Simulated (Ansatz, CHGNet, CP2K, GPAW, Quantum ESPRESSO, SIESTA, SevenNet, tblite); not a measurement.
# GPAW runs on generalised stacking fault on (111) (glide set) of a Ge-Sn solid solution (48 atoms), part 2 of 2

How do the settings of GPAW change the result for generalised stacking fault on (111) (glide set) of a Ge-Sn solid solution (48 atoms)? A plane-wave run serves as the yardstick.

Program: GPAW 26.7.0; the method stands at each step. Banners, paths, timers and routine set-up lines are dropped from the logs unmarked, and long logs keep their key lines alone; longer cuts are marked.

So far. Step 3 (PBE, plane waves 450 eV): The run ends at a pressure of 9.57 GPa, with forces up to 13 eV/Å. Step 4 (PBE, LCAO dzp, h 0.2 Å, other mixer settings): Against the first run (6.3 %), the force difference from the reference is 6.3 %, at 1.1 times the CPU time: another solver or mixer reaches the same state.

## (5) RPBE, LCAO dzp, h 0.2 Å

Method: Kohn-Sham DFT, RPBE, PAW, atomic orbitals (dzp).

File run.py:

```python
import numpy as np
from ase.io import read
from gpaw import GPAW, FermiDirac

atoms = read("structure.xyz")
atoms.calc = GPAW(
    mode="lcao",
    basis="dzp",
    h=0.2,
    xc="RPBE",
    kpts={"size": (1, 1, 1), "gamma": True},
    occupations=FermiDirac(0.05),
    maxiter=200,
    symmetry={"point_group": False},
    txt="gpaw.txt",
)
energy = atoms.get_potential_energy(force_consistent=True)
forces = atoms.get_forces()
print(f"energy {energy:.6f} eV")
print("forces (eV/A)")
for i, (a, f) in enumerate(zip(atoms, forces)):
    print(f"{i:4d} {a.symbol:2s} {f[0]:10.5f} {f[1]:10.5f} {f[2]:10.5f}")
print(f"Fermi level {atoms.calc.get_fermi_level():.4f} eV")
for k in range(len(atoms.calc.get_ibz_k_points())):
    for s in range(atoms.calc.get_number_of_spins()):
        e = atoms.calc.get_eigenvalues(kpt=k, spin=s)
        n = np.searchsorted(e, atoms.calc.get_fermi_level())
        print(f"k {k} spin {s} levels about the Fermi level:", np.round(e[max(n - 6, 0):n], 4).tolist(), "|", np.round(e[n:n + 6], 4).tolist())
```

File structure.xyz:

```xyz
48
Lattice="8.33424 0.00000 0.00000 0.00000 7.21767 0.00000 3.47263 0.00000 20.51464" Properties=species:S:1:pos:R:3 pbc="T T T"
[... 48 atom lines left out: the same atoms as in the first run ...]
```

The run is started by

```bash
$ OMP_NUM_THREADS=1 python run.py > output.txt
```

Numbers of over 12 decimals in the logs are rounded to 6 here.

The program printed:

```text
energy -152.784123 eV
forces (eV/A)
   0 Ge    4.72608   -3.68157    0.94254
   1 Sn    1.39326   -1.21179   -0.93242
   2 Sn   -3.27687    0.84676    0.30919
   3 Ge   -0.23176    0.86894    2.57564
   4 Sn    7.90895   -6.14038    4.77559
   5 Ge   -1.84070    0.65176    0.01701
   6 Ge    1.34747   -1.11315    1.72833
   7 Ge   -1.99921   -2.81251   -2.41040
   8 Ge    9.64929   -7.31723    6.32807
   9 Ge    0.58205   -0.17531   -1.51959
  10 Sn   -0.86032   -1.44340    0.28756
  11 Ge   -0.33658    0.42373    0.64171
[...]
43 Ge    1.01395   -0.43360    0.76052
  44 Sn    0.20226   -0.53162    1.35944
  45 Ge   -4.68137    3.81782   -2.43035
  46 Ge    0.50896   -0.36927   -0.93663
  47 Ge   -4.40779    2.86644   -1.24066
Fermi level 5.9069 eV
k 0 spin 0 levels about the Fermi level: [5.3083, 5.4766, 5.6452, 5.7463, 5.7577, 5.8838] | [5.9364, 6.0099, 6.1557, 6.2281, 6.2774, 6.4983]
```

gpaw.txt:

```text
Input parameters:
  mode=LCAO(),
  basis={'default': 'dzp'},
  h=0.2,
  kpts=MonkhorstPack(size=(1, 1, 1), gamma=True),
  maxiter=200,
  occupations=Occupations(name='fermi-dirac', width=0.05, fixmagmom=False),
  symmetry=Symmetry(point_group=False),
  xc=XC(name='RPBE')
[... lines left out ...]
  Fermi-Dirac:
[... lines left out ...]
convergence criteria:
- Maximum [total energy] change in last 3 cyles: 0.0005 eV / valence electron
[... lines left out ...]
Converged in 19 steps
[... lines left out ...]
  Free energy:    -152.784123
[... lines left out ...]
Fermi level: 5.907
[... lines left out ...]
|          0 |       -16.750 |     2.000 |
|        ... |               |           |
|        158 |         5.184 |     2.000 |
|        159 |         5.268 |     2.000 |
[...]
|        173 |         6.762 |     0.000 |
|        ... |               |           |
|        203 |         9.380 |     0.000 |
Gap: 0.053 eV
Transition (v -> c):
  (s=0, k=0, n=165, [0.00, 0.00, 0.00]) -> (s=0, k=0, n=166, [0.00, 0.00, 0.00])
No difference between direct/indirect transitions
Force computation time: 20.510  # s
timing:  # [seconds]
  Total:  199.597  # ━━━━━━━━━━━━━━━━━━━━━━━━━━━━━━━━━━━━━━━━━━━━━━━━━━━━━━━━
  Init:     8.568  # ━━╸
  SCF:    170.487  # ━━━━━━━━━━━━━━━━━━━━━━━━━━━━━━━━━━━━━━━━━━━━━━━━
  Forces:  20.510  # ━━━━━━
```

The job ended after 3.4 min (1 thread of Arm Neoverse V1, shared host; peak memory 1.2 GiB).

Against the reference:

```yaml
r_m_s_force_component: 2.451 eV/Å
r_m_s_difference_of_force_components: 189 meV/Å
longest_difference_of_force_vectors: 874.9 meV/Å
force_difference_over_r_m_s_force: 8.315 %
slope_of_forces_against_the_reference_s: 1.078
correlation_of_force_components: 0.9996
```

Against the first run (6.3 %), the force difference from the reference is 8.3 %, at 1.0 times the CPU time; the model has changed, so this is no error of the program alone.

## (6) The ladder

Differences are against the plane-wave reference, forces as r.m.s. over components; share is that over the reference's r.m.s. force, slope the least-squares factor from reference forces to these. Total energies of different programs have different zeros and aren't compared.

```tsv
run	Δ force, r.m.s. (meV/Å)	share (%)	slope	Δ pressure (GPa)	cores	CPU time	memory (GiB)
reference	-	-	-	-	4	1.7 min	1.7
GPAW PBE, LCAO dzp, h 0.2 Å	143	6.31	1.058	-	1	3.3 min	1.2
GPAW PBE, plane waves 450 eV	39.4	1.73	1.004	-0.625	2	7.6 min	1.2
GPAW PBE, LCAO dzp, h 0.2 Å, other mixer settings	143	6.27	1.058	-	1	3.6 min	1.1
GPAW RPBE, LCAO dzp, h 0.2 Å	189	8.32	1.078	-	1	3.4 min	1.2
```

CPU time is summed over cores on a shared host, where runs went side by side, so it is rough. Symmetry, cutoffs, thresholds, outputs and thread counts weren't matched or tuned between programs; memory under MPI is the largest rank's times the ranks.

Within one program, basis, potentials and functional, energies share a zero. Each run against its twin at the usual cutoff or grid and solver:

```tsv
run	twin	Δ energy (meV/atom)	Δ force, r.m.s. (meV/Å)	CPU time over the twin's
GPAW PBE, LCAO dzp, h 0.2 Å, other mixer settings	LCAO dzp, h 0.2 Å	0	4.13	1.1
```

A second geometry, displaced anew (every atom was moved at random, 0.08 Å r.m.s. a Cartesian component), gives an energy difference that all programs can be tested on. The reference puts it at 61.68 meV/atom.

```tsv
run	energy less the first geometry's (meV/atom)	error (meV/atom)	force share at the second geometry (%)
GPAW PBE, LCAO dzp, h 0.2 Å	66.93	5.25	6.73
GPAW PBE, plane waves 450 eV	63.17	1.49	2.45
GPAW PBE, LCAO dzp, h 0.2 Å, other mixer settings	66.93	5.25	6.72
GPAW RPBE, LCAO dzp, h 0.2 Å	68.75	7.08	8.88
```

## (7) Outcome

- nearest in forces: GPAW PBE, plane waves 450 eV, 1.7 %
- its CPU time: 7.6 min

What this shows: PBE on plane waves or a grid with other potentials, cutoffs or grids differs from the reference by 1.7 % (GPAW PBE, plane waves 450 eV) of the r.m.s. force; this holds the reference's own error, so differences of a few per cent don't tell which side is nearer the exact PBE result. The PBE runs in local orbitals differ by 6.3 % in each run; basis, grid and potentials can all enter. Rows with another functional or a dispersion term differ by 8.3 % (GPAW RPBE, LCAO dzp, h 0.2 Å), which mixes the change of model with differences of basis and potentials. None of the electronic-structure runs in the table takes under half the reference's CPU time of 1.7 min; they take 1.9 to 4.4 times as much. The energy difference between the two geometries, 61.7 meV/atom in the reference, is met best by GPAW PBE, plane waves 450 eV (+1.49) and worst by GPAW RPBE, LCAO dzp, h 0.2 Å (+7.08). The potentials hold different valence shells: 672 electrons in the reference, 332 in GPAW; this bears on time and differences. GPAW's setups keep the filled d shell of Ge in the core. The reference's stress is far from hydrostatic: its diagonal is 18.2, 4.7, 7.7 GPa, compression counted positive. The host structure and its lattice constant were typed by rule, without a check against the phase diagram. The reference's pressure of 10 GPa belongs to a cell and atoms that aren't relaxed at this level. The electronic-structure runs sample only Γ, in a cell whose shortest periodic width is 7 Å, which is coarse for a cell with partly filled levels.

[Also dropped from logs without a mark: logging warnings of Python, and SIESTA's first energy breakdown and zero terms.]

[Logs are printed without paths, hosts, clocks, repeated set-up lines and the standing remarks that a program may print on its own settings, such as how far it seeks lower states.]

[Hosts, paths, dates, database ids (printed as entryN), source tags and the programs' standing remarks are cut or masked in the printed files.]
